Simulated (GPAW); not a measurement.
## bithiophene-5,5'-dithiol between two Al chains: a series of junctions

Wanted: the trend of the zero-bias conductance over a family of junctions, bithiophene-5,5'-dithiol between two Al chains.

Main program and level: GPAW 26.7.0; GPAW LCAO, PAW setups; Landauer transmission from Green's functions with principal layers (ASE), zero bias.

### 1. Set-up

The cell holds 28 atoms: 12 Al, 4 S, 4 H and 8 C. Cell: a = 15.120 Å, b = 9.000 Å, c = 39.220 Å, α = 90.0°, β = 90.0°, γ = 90.0°. Regions: left lead, 6 atoms (6 Al); channel, 16 atoms (4 S, 4 H and 8 C); right lead, 6 atoms (6 Al). Vacuum lies along a and b. The structure is stacked along c, and the current runs across the ab planes.

### 2. Member of the series, box 15.1 × 9 Å, twist 0 degrees

The structure changes from member to member while basis and functional stay, so that the trend is less open to errors of the level than any single value.

File run.py:

```python
import json
import numpy as np
from ase import Atoms
from ase.transport.calculators import TransportCalculator
from gpaw import GPAW, FermiDirac
from gpaw.lcao.tools import get_lcao_hamiltonian
from scipy.linalg import eigh

# The junction with lead layers at both ends, along the third cell vector
device = Atoms(
    ['Al', 'Al', 'Al', 'Al', 'Al', 'Al', 'S', 'H', 'C', 'C', 'C', 'H', 'S', 'C', 'C', 'H', 'C', 'S', 'C', 'C', 'H', 'S', 'Al', 'Al', 'Al', 'Al', 'Al', 'Al'],
    positions=[
        [7.56021, 4.50000, 1.20000],
        [7.56021, 4.50000, 3.60000],
        [7.56021, 4.50000, 6.00000],
        [7.56021, 4.50000, 8.40000],
        [7.56021, 4.50000, 10.80000],
        [7.56021, 4.50000, 13.20000],
        [7.04868, 4.49999, 15.33970],
        [10.10759, 4.49999, 15.55595],
        [9.59075, 4.49999, 16.50766],
        [8.22246, 4.49999, 16.64229],
        [10.25230, 4.49999, 17.77334],
        [11.33082, 4.49999, 17.87665],
        [7.74853, 4.49999, 18.27854],
        [9.37418, 4.49999, 18.84517],
        [9.68715, 4.50000, 20.26183],
        [11.87042, 4.49999, 20.31546],
        [10.93564, 4.49999, 20.86348],
        [8.45131, 4.50000, 21.46165],
        [10.86919, 4.50000, 22.28955],
        [9.57217, 4.50000, 22.74269],
        [11.73529, 4.50000, 22.94048],
        [9.07077, 4.50000, 24.42068],
        [7.56021, 4.50000, 26.02012],
        [7.56021, 4.50000, 28.42012],
        [7.56021, 4.50000, 30.82012],
        [7.56021, 4.50000, 33.22012],
        [7.56021, 4.50000, 35.62012],
        [7.56021, 4.50000, 38.02012]],
    cell=[[15.12042, 0.0, 0.0], [0.0, 9.0, 0.0], [0.0, 0.0, 39.22012]],
    pbc=True)

# One principal layer of the lead: the first 4 atoms of the device
lead = Atoms(
    ['Al', 'Al', 'Al', 'Al'],
    positions=[
        [7.56021, 4.50000, 1.20000],
        [7.56021, 4.50000, 3.60000],
        [7.56021, 4.50000, 6.00000],
        [7.56021, 4.50000, 8.40000]],
    cell=[[15.12042, 0.0, 0.0], [0.0, 9.0, 0.0], [0.0, 0.0, 9.6]],
    pbc=True)

settings = dict(mode='lcao', basis='dzp', xc='PBE', h=0.2,
                occupations=FermiDirac(0.1), maxiter=250,
                mixer=dict(beta=0.1, nmaxold=8, weight=100.0),
                convergence=dict(density=0.0001))
energies = np.arange(-2, 2 + 1e-9, 0.05)
eta = 0.0001
n1, n2 = 1, 1
# k and -k transmit alike, so half of the mesh across the current serves
mesh = [(i, j) for i in range(n1) for j in range(n2) if (i, j) <= (-i % n1, -j % n2)]
weights = np.array([1 if (i, j) == (-i % n1, -j % n2) else 2 for i, j in mesh]) / (n1 * n2)

# [... helper functions left out ...]
fermi_lead = ground_state(lead, (1, 1, 12), 'lead.txt')
fermi_device = ground_state(device, (1, 1, 2), 'device.txt')
# [... loop over the mesh left out, but for ...]
        # Shift the lead onto the potential of the device's first layer
        shift = ((H[:, 0, 0] - H0[:, 0, 0]) / S0[0, 0]).real.mean()
# [...]
kT = 8.617333e-5 * 77
bias = [0.1, 0.2, 0.5, 1.0, 1.5, 2.0]
# [... integrals and printing left out ...]
```

Started as:

```
$ OMP_NUM_THREADS=1 OPENBLAS_NUM_THREADS=1 python run.py
```

The log of the run:

```text
basis functions: device 332, principal layer 52
Fermi level: lead -3.5526 eV, device -3.2811 eV; lead shifted by -0.0039 eV
largest coupling past the next layer 9.93e-16 eV, largest misfit of the first layer 0.051 eV
  E-E_F (eV)   T (one spin)  channels
    -2.000    5.7565e-07    1.0000
    -1.950    4.2789e-07    1.0000
    -1.900    3.1606e-07    1.0000
    -1.850    2.3185e-07    1.0000
    -1.800    1.6880e-07    1.0000
    -1.750    1.2189e-07    1.0000
    -1.700    8.7233e-08    1.0000
    -1.650    6.1795e-08    1.0000
    -1.600    4.3239e-08    1.0000
    -1.550    2.9766e-08    1.0000
    -1.500    1.9992e-08    1.0000
    -1.450    1.2855e-08    1.0000
    -1.400    7.5395e-09    1.0000
    -1.350    3.4058e-09    1.0000
    -1.300    1.2969e-13    0.0000
    -1.250    4.4724e-16    0.0000
[...]
1.650    8.6111e-01    3.0000
     1.700    9.4765e-01    3.0000
     1.750    8.8956e-01    3.0000
     1.800    7.3880e-01    3.0000
     1.850    5.7948e-01    3.0000
     1.900    4.5048e-01    3.0000
     1.950    3.5551e-01    3.0000
     2.000    2.8741e-01    3.0000
conductance at 77 K: 0.052743 G0 a cell; thermopower 0.2066 uV/K
current from the zero-bias T(E) at 0.1 V: 0.40599 uA
current from the zero-bias T(E) at 0.2 V: 0.79838 uA
current from the zero-bias T(E) at 0.5 V: 1.8061 uA
current from the zero-bias T(E) at 1.0 V: 2.7427 uA
current from the zero-bias T(E) at 1.5 V: 3.3908 uA
current from the zero-bias T(E) at 2.0 V: 4.2488 uA
```

Run time: 2.1 min. Hardware: 1 thread of Intel Xeon 6975P-C (Granite Rapids), shared host; peak memory 1.9 GiB.

This step gave:

```
conductance                                             : 0.05274 G₀
largest coupling past the next principal layer          : 9.93e-16 eV
largest misfit of the first principal layer             : 0.05079 eV
shift that aligns the lead                              : -0.003892 eV
basis functions of the junction                         : 332
basis functions of a principal layer                    : 52
transmission at the Fermi level (one spin)              : 0.05291
open channels of the lead at the Fermi level (one spin) : 2
```

One spin. Transmission, zone mean against energy, zero at the Fermi level:

| energy (eV) | transmission, zone mean |
| --- | --- |
| -2.00 | 5.8e-7 |
| -1.85 | 2.3e-7 |
| -1.70 | 8.7e-8 |
| -1.60 | 4.3e-8 |
| -1.45 | 1.3e-8 |
| -1.30 | 0 |
| -1.15 | 0 |
| -1.05 | 0 |
| -0.90 | 0 |
| -0.75 | 0 |
| -0.60 | 0 |
| -0.50 | 0 |
| -0.35 | 0.0234 |
| -0.20 | 0.0398 |
| -0.05 | 0.0523 |
| 0.00 | 0.0529 |
| 0.05 | 0.0517 |
| 0.20 | 0.0429 |
| 0.35 | 0.0354 |
| 0.50 | 0.0323 |
| 0.60 | 0.0326 |
| 0.75 | 0.0365 |
| 0.90 | 0.0448 |
| 1.05 | 0.0622 |
| 1.15 | 0.0816 |
| 1.30 | 0.139 |
| 1.45 | 0.286 |
| 1.60 | 0.688 |
| 1.70 | 0.948 |
| 1.85 | 0.579 |
| 2.00 | 0.287 |

Crossings of the lead's bands, unfolded to its shortest repeat. Table of open channels, zone mean by energy, zero at the Fermi level:

| energy (eV) | open channels, zone mean |
| --- | --- |
| -2.000 | 1 |
| -1.800 | 1 |
| -1.600 | 1 |
| -1.400 | 1 |
| -1.200 | 0 |
| -1.000 | 0 |
| -0.800 | 0 |
| -0.600 | 0 |
| -0.400 | 2 |
| -0.200 | 2 |
| 0.000 | 2 |
| 0.200 | 2 |
| 0.400 | 2 |
| 0.600 | 2 |
| 0.800 | 2 |
| 1.000 | 3 |
| 1.200 | 3 |
| 1.400 | 3 |
| 1.600 | 3 |
| 1.800 | 3 |
| 2.000 | 3 |

Not self-consistent under bias; the bias window is split evenly. The current through one cell, from the zero-bias transmission by bias:

| bias (V) | current through one cell, from the zero-bias transmission (μA) |
| --- | --- |
| 0.100 | 0.406 |
| 0.200 | 0.798 |
| 0.500 | 1.81 |
| 1.000 | 2.74 |
| 1.500 | 3.39 |
| 2.000 | 4.25 |

The transmission of the three most open eigenchannels by energy, zero at the Fermi level:

| energy (eV) | channel 1 | channel 2 | channel 3 |
| --- | --- | --- | --- |
| -2.00 | 5.8e-7 | 0 | 0 |
| -1.85 | 2.3e-7 | 0 | 0 |
| -1.70 | 8.7e-8 | 0 | 0 |
| -1.60 | 4.3e-8 | 0 | 0 |
| -1.45 | 1.3e-8 | 0 | 0 |
| -1.30 | 0 | 0 | 0 |
| -1.15 | 0 | 0 | 0 |
| -1.05 | 0 | 0 | 0 |
| -0.90 | 0 | 0 | 0 |
| -0.75 | 0 | 0 | 0 |
| -0.60 | 0 | 0 | 0 |
| -0.50 | 0 | 0 | 0 |
| -0.35 | 0.0234 | 1.9e-5 | 0 |
| -0.20 | 0.0397 | 3.7e-5 | 0 |
| -0.05 | 0.0522 | 5.5e-5 | 0 |
| 0.00 | 0.0529 | 5.6e-5 | 0 |
| 0.05 | 0.0516 | 5.6e-5 | 0 |
| 0.20 | 0.0428 | 5.0e-5 | 0 |
| 0.35 | 0.0353 | 1.8e-5 | 0 |
| 0.50 | 0.0323 | 5.1e-7 | 1.7e-12 |
| 0.60 | 0.0326 | 1.3e-6 | 0 |
| 0.75 | 0.0363 | 2.2e-4 | 0 |
| 0.90 | 0.0447 | 4.3e-5 | 0 |
| 1.05 | 0.0612 | 9.8e-4 | 7.3e-8 |
| 1.15 | 0.0805 | 0.00110 | 3.8e-7 |
| 1.30 | 0.137 | 0.00127 | 1.6e-6 |
| 1.45 | 0.285 | 0.00150 | 4.0e-6 |
| 1.60 | 0.686 | 0.00182 | 8.6e-6 |
| 1.70 | 0.946 | 0.00211 | 1.3e-5 |
| 1.85 | 0.577 | 0.00272 | 2.4e-5 |
| 2.00 | 0.284 | 0.00368 | 4.1e-5 |

Couplings past the next layer reach 9.9e-16 eV, small enough to drop; the matrix elements of the cell's first layer differ from the bulk lead's by up to 0.051 eV. That layer keeps its own values in the calculation, and only beyond it is the lead taken as perfect. The Fermi levels of lead and junction count from different zeros of potential, one for each periodic cell; with both set to zero, the small remaining shift is what aligns them. By hand: G = 0.05274 × 77.48 μS = 4.09 μS, a resistance of 245 kΩ; at 0.1 V a linear junction would pass 0.409 μA, and the integral over the bias window gives 0.406 μA.

### 3. Member of the series, box 15.1 × 9 Å: twist = 15

The cell differs from the one that the last finished run ended in (a 15.120 → 15.074 Å).

File run.py:

```python
import json
import numpy as np
from ase import Atoms
from ase.transport.calculators import TransportCalculator
from gpaw import GPAW, FermiDirac
from gpaw.lcao.tools import get_lcao_hamiltonian
from scipy.linalg import eigh

# The junction with lead layers at both ends, along the third cell vector
device = Atoms(
    ['Al', 'Al', 'Al', 'Al', 'Al', 'Al', 'S', 'H', 'C', 'C', 'C', 'H', 'S', 'C', 'C', 'H', 'C', 'S', 'C', 'C', 'H', 'S', 'Al', 'Al', 'Al', 'Al', 'Al', 'Al'],
    positions=[
        [7.53682, 4.50000, 1.20000],
        [7.53682, 4.50000, 3.60000],
        [7.53682, 4.50000, 6.00000],
        [7.53682, 4.50000, 8.40000],
        [7.53682, 4.50000, 10.80000],
        [7.53682, 4.50000, 13.20000],
        [7.03450, 4.69893, 15.33263],
        [10.05284, 4.21708, 15.57981],
        [9.54526, 4.37545, 16.52329],
        [8.19568, 4.60901, 16.64338],
        [10.20100, 4.36616, 17.79196],
        [11.26528, 4.19838, 17.90609],
        [7.73209, 4.81369, 18.26975],
        [9.33728, 4.59279, 18.85146],
        [9.64949, 4.65208, 20.26704],
        [11.82364, 4.85278, 20.31549],
        [10.89298, 4.77922, 20.86560],
        [8.41929, 4.56513, 21.46951],
        [10.82736, 4.80405, 22.29149],
        [9.53596, 4.69532, 22.74759],
        [11.69009, 4.89730, 22.94022],
        [9.03730, 4.68585, 24.42638],
        [7.53682, 4.50000, 26.02451],
        [7.53682, 4.50000, 28.42451],
        [7.53682, 4.50000, 30.82451],
        [7.53682, 4.50000, 33.22451],
        [7.53682, 4.50000, 35.62451],
        [7.53682, 4.50000, 38.02451]],
    cell=[[15.07364, 0.0, 0.0], [0.0, 9.0, 0.0], [0.0, 0.0, 39.22451]],
    pbc=True)

# One principal layer of the lead: the first 4 atoms of the device
lead = Atoms(
    ['Al', 'Al', 'Al', 'Al'],
    positions=[
        [7.53682, 4.50000, 1.20000],
        [7.53682, 4.50000, 3.60000],
        [7.53682, 4.50000, 6.00000],
        [7.53682, 4.50000, 8.40000]],
    cell=[[15.07364, 0.0, 0.0], [0.0, 9.0, 0.0], [0.0, 0.0, 9.6]],
    pbc=True)

settings = dict(mode='lcao', basis='dzp', xc='PBE', h=0.2,
                occupations=FermiDirac(0.1), maxiter=250,
                mixer=dict(beta=0.1, nmaxold=8, weight=100.0),
                convergence=dict(density=0.0001))
energies = np.arange(-2, 2 + 1e-9, 0.05)
eta = 0.0001
n1, n2 = 1, 1
# k and -k transmit alike, so half of the mesh across the current serves
mesh = [(i, j) for i in range(n1) for j in range(n2) if (i, j) <= (-i % n1, -j % n2)]
weights = np.array([1 if (i, j) == (-i % n1, -j % n2) else 2 for i, j in mesh]) / (n1 * n2)

# [... helper functions left out ...]
fermi_lead = ground_state(lead, (1, 1, 12), 'lead.txt')
fermi_device = ground_state(device, (1, 1, 2), 'device.txt')
# [... loop over the mesh left out, but for ...]
        # Shift the lead onto the potential of the device's first layer
        shift = ((H[:, 0, 0] - H0[:, 0, 0]) / S0[0, 0]).real.mean()
# [...]
kT = 8.617333e-5 * 77
bias = [0.1, 0.2, 0.5, 1.0, 1.5, 2.0]
# [... integrals and printing left out ...]
```

The log of the run:

```text
basis functions: device 332, principal layer 52
Fermi level: lead -3.5506 eV, device -3.2789 eV; lead shifted by -0.0036 eV
largest coupling past the next layer 1.20e-15 eV, largest misfit of the first layer 0.050 eV
  E-E_F (eV)   T (one spin)  channels
    -2.000    4.9619e-07    1.0000
    -1.950    1.9451e-07    1.0000
    -1.900    8.6715e-08    1.0000
    -1.850    4.1287e-08    1.0000
    -1.800    1.9924e-08    1.0000
    -1.750    9.1329e-09    1.0000
    -1.700    3.5414e-09    1.0000
    -1.650    8.4192e-10    1.0000
    -1.600    3.0066e-12    1.0000
    -1.550    5.4806e-10    1.0000
    -1.500    2.2018e-09    1.0000
    -1.450    4.6247e-09    1.0000
    -1.400    7.0337e-09    1.0000
    -1.350    7.3489e-09    1.0000
    -1.300    8.5413e-13    0.0000
    -1.250    4.6957e-15    0.0000
[...]
1.650    7.5559e-01    3.0000
     1.700    9.0873e-01    3.0000
     1.750    9.4151e-01    3.0000
     1.800    8.3794e-01    3.0000
     1.850    6.7771e-01    3.0000
     1.900    5.3000e-01    3.0000
     1.950    4.1622e-01    3.0000
     2.000    3.3373e-01    3.0000
conductance at 77 K: 0.04957 G0 a cell; thermopower 0.1916 uV/K
current from the zero-bias T(E) at 0.1 V: 0.38157 uA
current from the zero-bias T(E) at 0.2 V: 0.75036 uA
current from the zero-bias T(E) at 0.5 V: 1.6973 uA
current from the zero-bias T(E) at 1.0 V: 2.5808 uA
current from the zero-bias T(E) at 1.5 V: 3.2428 uA
current from the zero-bias T(E) at 2.0 V: 3.9508 uA
```

Wall time 1.9 min (1 thread); peak memory 1.9 GiB.

Numbers from this step:

```
conductance                                    : 0.04957 G₀
largest coupling past the next principal layer : 1.20e-15 eV
largest misfit of the first principal layer    : 0.05019 eV
shift that aligns the lead                     : -0.003640 eV
transmission at the Fermi level (one spin)     : 0.04973
```

One spin. Table of transmission, zone mean by energy, zero at the Fermi level:

| energy (eV) | transmission, zone mean |
| --- | --- |
| -2.00 | 5.0e-7 |
| -1.90 | 8.7e-8 |
| -1.80 | 2.0e-8 |
| -1.70 | 3.5e-9 |
| -1.55 | 5.5e-10 |
| -1.45 | 4.6e-9 |
| -1.35 | 7.3e-9 |
| -1.25 | 0 |
| -1.15 | 0 |
| -1.05 | 0 |
| -0.90 | 0 |
| -0.80 | 0 |
| -0.70 | 0 |
| -0.60 | 0 |
| -0.50 | 0 |
| -0.40 | 0.00124 |
| -0.25 | 0.0320 |
| -0.15 | 0.0424 |
| -0.05 | 0.0491 |
| 0.00 | 0.0497 |
| 0.05 | 0.0486 |
| 0.15 | 0.0434 |
| 0.25 | 0.0377 |
| 0.40 | 0.0322 |
| 0.50 | 0.0310 |
| 0.60 | 0.0319 |
| 0.70 | 0.0363 |
| 0.80 | 0.0229 |
| 0.90 | 0.0378 |
| 1.05 | 0.0544 |
| 1.15 | 0.0710 |
| 1.25 | 0.0980 |
| 1.35 | 0.146 |
| 1.45 | 0.237 |
| 1.55 | 0.423 |
| 1.70 | 0.909 |
| 1.75 | 0.942 |
| 1.80 | 0.838 |
| 1.90 | 0.530 |
| 2.00 | 0.334 |

Crossings of the lead's bands, unfolded to its shortest repeat. Open channels, zone mean against energy, zero at the Fermi level:

| energy (eV) | open channels, zone mean |
| --- | --- |
| -2.00 | 1 |
| -1.90 | 1 |
| -1.80 | 1 |
| -1.70 | 1 |
| -1.55 | 1 |
| -1.45 | 1 |
| -1.35 | 1 |
| -1.25 | 0 |
| -1.15 | 0 |
| -1.05 | 0 |
| -0.90 | 0 |
| -0.80 | 0 |
| -0.70 | 0 |
| -0.60 | 0 |
| -0.50 | 0 |
| -0.40 | 2 |
| -0.25 | 2 |
| -0.15 | 2 |
| -0.05 | 2 |
| 0.00 | 2 |
| 0.05 | 2 |
| 0.15 | 2 |
| 0.25 | 2 |
| 0.40 | 2 |
| 0.50 | 2 |
| 0.60 | 2 |
| 0.70 | 2 |
| 0.80 | 2 |
| 0.90 | 2 |
| 1.05 | 3 |
| 1.15 | 3 |
| 1.25 | 3 |
| 1.35 | 3 |
| 1.45 | 3 |
| 1.55 | 3 |
| 1.70 | 3 |
| 1.80 | 3 |
| 1.90 | 3 |
| 2.00 | 3 |

Not self-consistent under bias; the bias window is split evenly. The current through one cell, from the zero-bias transmission by bias:

| bias (V) | current through one cell, from the zero-bias transmission (μA) |
| --- | --- |
| 0.100 | 0.382 |
| 0.200 | 0.750 |
| 0.500 | 1.70 |
| 1.000 | 2.58 |
| 1.500 | 3.24 |
| 2.000 | 3.95 |

The transmission of the three most open eigenchannels by energy, zero at the Fermi level:

| energy (eV) | channel 1 | channel 2 | channel 3 |
| --- | --- | --- | --- |
| -2.00 | 5.0e-7 | 0 | 0 |
| -1.90 | 8.7e-8 | 0 | 0 |
| -1.80 | 2.0e-8 | 0 | 0 |
| -1.70 | 3.5e-9 | 0 | 0 |
| -1.55 | 5.5e-10 | 0 | 0 |
| -1.45 | 4.6e-9 | 0 | 0 |
| -1.35 | 7.3e-9 | 0 | 0 |
| -1.25 | 0 | 0 | 0 |
| -1.15 | 0 | 0 | 0 |
| -1.05 | 0 | 0 | 0 |
| -0.90 | 0 | 0 | 0 |
| -0.80 | 0 | 0 | 0 |
| -0.70 | 0 | 0 | 0 |
| -0.60 | 0 | 0 | 0 |
| -0.50 | 0 | 0 | 0 |
| -0.40 | 0.00123 | 4.6e-6 | 0 |
| -0.25 | 0.0320 | 3.1e-5 | 0 |
| -0.15 | 0.0423 | 4.9e-5 | 0 |
| -0.05 | 0.0491 | 6.1e-5 | 0 |
| 0.00 | 0.0497 | 6.3e-5 | 0 |
| 0.05 | 0.0486 | 6.3e-5 | 0 |
| 0.15 | 0.0433 | 5.9e-5 | 0 |
| 0.25 | 0.0376 | 4.5e-5 | 0 |
| 0.40 | 0.0322 | 6.2e-6 | 0 |
| 0.50 | 0.0310 | 1.3e-8 | 7.2e-11 |
| 0.60 | 0.0319 | 5.4e-6 | 0 |
| 0.70 | 0.0362 | 4.8e-5 | 0 |
| 0.80 | 0.0207 | 0.00226 | 0 |
| 0.90 | 0.0377 | 4.2e-5 | 0 |
| 1.05 | 0.0536 | 8.8e-4 | 5.5e-8 |
| 1.15 | 0.0700 | 9.7e-4 | 3.4e-7 |
| 1.25 | 0.0969 | 0.00105 | 1.0e-6 |
| 1.35 | 0.144 | 0.00115 | 2.2e-6 |
| 1.45 | 0.236 | 0.00127 | 4.1e-6 |
| 1.55 | 0.422 | 0.00142 | 7.0e-6 |
| 1.70 | 0.907 | 0.00172 | 1.4e-5 |
| 1.80 | 0.836 | 0.00200 | 2.1e-5 |
| 1.90 | 0.528 | 0.00235 | 3.1e-5 |
| 2.00 | 0.331 | 0.00284 | 4.5e-5 |

The conductance, 0.0496 G₀, lies 6.0 % below that of the member before.

### 4. Member of the series, box 14.9 × 9 Å: twist = 30

The cell differs from the one that the last finished run ended in (a 15.074 → 14.945 Å; other edges change by under 0.2 %).

File run.py:

```python
import json
import numpy as np
from ase import Atoms
from ase.transport.calculators import TransportCalculator
from gpaw import GPAW, FermiDirac
from gpaw.lcao.tools import get_lcao_hamiltonian
from scipy.linalg import eigh

# The junction with lead layers at both ends, along the third cell vector
device = Atoms(
    ['Al', 'Al', 'Al', 'Al', 'Al', 'Al', 'S', 'H', 'C', 'C', 'C', 'H', 'S', 'C', 'C', 'H', 'C', 'S', 'C', 'C', 'H', 'S', 'Al', 'Al', 'Al', 'Al', 'Al', 'Al'],
    positions=[
        [7.47238, 4.50000, 1.20000],
        [7.47238, 4.50000, 3.60000],
        [7.47238, 4.50000, 6.00000],
        [7.47238, 4.50000, 8.40000],
        [7.47238, 4.50000, 10.80000],
        [7.47238, 4.50000, 13.20000],
        [7.00053, 4.89543, 15.31211],
        [9.89155, 3.92991, 15.64893],
        [9.41371, 4.24423, 16.56859],
        [8.12301, 4.71151, 16.64654],
        [10.05207, 4.22190, 17.84592],
        [11.07168, 3.88561, 17.99142],
        [7.69306, 5.11655, 18.24435],
        [9.23435, 4.67254, 18.86972],
        [9.54515, 4.78709, 20.28222],
        [11.69475, 5.17133, 20.31561],
        [10.77546, 5.03092, 20.87178],
        [8.33068, 4.62152, 21.49240],
        [10.71272, 5.07949, 22.29720],
        [9.43663, 4.87170, 22.76192],
        [11.56666, 5.25850, 22.93954],
        [8.94614, 4.85481, 24.44306],
        [7.47238, 4.50000, 26.03747],
        [7.47238, 4.50000, 28.43747],
        [7.47238, 4.50000, 30.83747],
        [7.47238, 4.50000, 33.23747],
        [7.47238, 4.50000, 35.63747],
        [7.47238, 4.50000, 38.03747]],
    cell=[[14.94475, 0.0, 0.0], [0.0, 9.0, 0.0], [0.0, 0.0, 39.23747]],
    pbc=True)

# One principal layer of the lead: the first 4 atoms of the device
lead = Atoms(
    ['Al', 'Al', 'Al', 'Al'],
    positions=[
        [7.47238, 4.50000, 1.20000],
        [7.47238, 4.50000, 3.60000],
        [7.47238, 4.50000, 6.00000],
        [7.47238, 4.50000, 8.40000]],
    cell=[[14.94475, 0.0, 0.0], [0.0, 9.0, 0.0], [0.0, 0.0, 9.6]],
    pbc=True)

settings = dict(mode='lcao', basis='dzp', xc='PBE', h=0.2,
                occupations=FermiDirac(0.1), maxiter=250,
                mixer=dict(beta=0.1, nmaxold=8, weight=100.0),
                convergence=dict(density=0.0001))
energies = np.arange(-2, 2 + 1e-9, 0.05)
eta = 0.0001
n1, n2 = 1, 1
# k and -k transmit alike, so half of the mesh across the current serves
mesh = [(i, j) for i in range(n1) for j in range(n2) if (i, j) <= (-i % n1, -j % n2)]
weights = np.array([1 if (i, j) == (-i % n1, -j % n2) else 2 for i, j in mesh]) / (n1 * n2)

# [... helper functions left out ...]
fermi_lead = ground_state(lead, (1, 1, 12), 'lead.txt')
fermi_device = ground_state(device, (1, 1, 2), 'device.txt')
# [... loop over the mesh left out, but for ...]
        # Shift the lead onto the potential of the device's first layer
        shift = ((H[:, 0, 0] - H0[:, 0, 0]) / S0[0, 0]).real.mean()
# [...]
kT = 8.617333e-5 * 77
bias = [0.1, 0.2, 0.5, 1.0, 1.5, 2.0]
# [... integrals and printing left out ...]
```

The log of the run:

```text
basis functions: device 332, principal layer 52
Fermi level: lead -3.5452 eV, device -3.2731 eV; lead shifted by -0.0040 eV
largest coupling past the next layer 2.03e-15 eV, largest misfit of the first layer 0.050 eV
  E-E_F (eV)   T (one spin)  channels
    -2.000    5.3034e-05    1.0000
    -1.950    2.1597e-05    1.0000
    -1.900    1.1019e-05    1.0000
[...]
1.950    6.3826e-01    3.0000
     2.000    5.0716e-01    3.0000
conductance at 77 K: 0.04121 G0 a cell; thermopower 0.08559 uV/K
current from the zero-bias T(E) at 0.1 V: 0.31722 uA
current from the zero-bias T(E) at 0.2 V: 0.62382 uA
current from the zero-bias T(E) at 0.5 V: 1.4113 uA
current from the zero-bias T(E) at 1.0 V: 2.1634 uA
current from the zero-bias T(E) at 1.5 V: 2.8807 uA
current from the zero-bias T(E) at 2.0 V: 3.3756 uA
```

It took 2.1 min on 1 thread; peak memory 1.9 GiB.

The conductance, 0.0412 G₀, lies 17 % below that of the member before.

(Part 1 of 3 ends here.)

[Logs are printed without paths, hosts, clocks, repeated set-up lines and the standing remarks that a program may print on its own settings, such as how far it seeks lower states.]

[Hosts, paths, dates, database ids (printed as entryN), source tags and the programs' standing remarks are cut or masked in the printed files.]
